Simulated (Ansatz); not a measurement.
## Br on Nb(110), hollow start, 2x2 cell: photoemission fingerprints: cost of one run

Ansatz 0.2.0; DFT, PBE, plane-wave PAW, default files, scalar-relativistic. The cell holds 17 atoms.

Input file input.yaml:

```yaml
crystal:
  lattice:
    - [6.62, 0.0, 0.0]
    - [3.31, 4.6810468915, 0.0]
    - [0.0, 0.0, 23.7715703372]
  atoms:
    - { symbol: Br, position: [0.187694812, 0.125, 0.684497074] }
    - { symbol: Nb, position: [0.0, 0.0, 0.610879724] }
    - { symbol: Nb, position: [0.5, 0.0, 0.610879724] }
[... 8 atom lines left out ...]
    - { symbol: Nb, position: [0.0, 0.5, 0.413961859] }
    - { symbol: Nb, position: [0.5, 0.5, 0.413961859] }
    - { symbol: Nb, position: [0.75, 0.5, 0.315502926] }
    - { symbol: Nb, position: [0.25, 0.5, 0.315502926] }
    - { symbol: Nb, position: [0.75, 0.0, 0.315502926] }
    - { symbol: Nb, position: [0.25, 0.0, 0.315502926] }
kpoints:
  mp_grid: { grid: [6, 6, 1] }
scf:
  occupations: { method: fermi_dirac, width: 0.05 }
  n_extra_bands: 14
hamiltonian:
  xc: pbe
  pseudopotentials: { kind: paw }
output:
  forces: true
  write_potential: true
  volumetric_format: []
efield:
  axis: 3
  dipole_correction: true
relax:
  f_tol: 0.03
  max_steps: 45
  constraints: [{ sites: [9, 10, 11, 12, 13, 14, 15, 16] }]
```

The run is started by

```bash
$ ansatz run input.yaml --threads 8 --pin off --max-ram 20480MiB --backend cpu --events-out ev --progress --plain --runs-dir out
```

The cutoff in use is 420 eV. For reference, a run of the same kind (4 atoms, 73 k-points, 38 bands and 3,347 plane waves; 21 SCF cycles) took 17 s and 0.85 GiB on the same hardware.

Q: Estimate wall time and peak memory on 8 threads of Arm Neoverse V1, shared host.

A cutoff of 420 eV is a sphere of radius 10.5 Å⁻¹, so a cell of 737 Å³ holds about V·G³/6π² = 14,396 plane waves. At two electrons a band, the 215 electrons need 108 bands, and 14 more are carried. Symmetry cuts the 6×6×1 mesh from 36 to 20 points. The run has 20 k-points, 122 bands and 14,415 plane waves. Taking the work of a cycle as k-points × spins × bands × plane waves, that is 3.8 times the reference, or 65 s at the reference's 21 cycles. The run needed 43 SCF cycles over 7 ionic steps, which makes it about 2.2 min. One copy of the wavefunctions takes 0.52 GiB at 16 bytes a coefficient, against 0.14 GiB in the reference; grids, projectors and work arrays come on top. Measured: about 3.1 min, with a peak of 3.8 GiB. The run took longer than the estimate, which leaves out the steps that grow as the square of the band count.

[Logs are printed without paths, hosts, clocks, repeated set-up lines and the standing remarks that a program may print on its own settings, such as how far it seeks lower states.]

[Hosts, paths, dates, database ids (printed as entryN), source tags and the programs' standing remarks are cut or masked in the printed files.]

[Maps of the electrostatic potential energy from Ansatz leave out the sawtooth potential of an applied field or a dipole correction, so their vacuum need not be flat; work functions include it.]
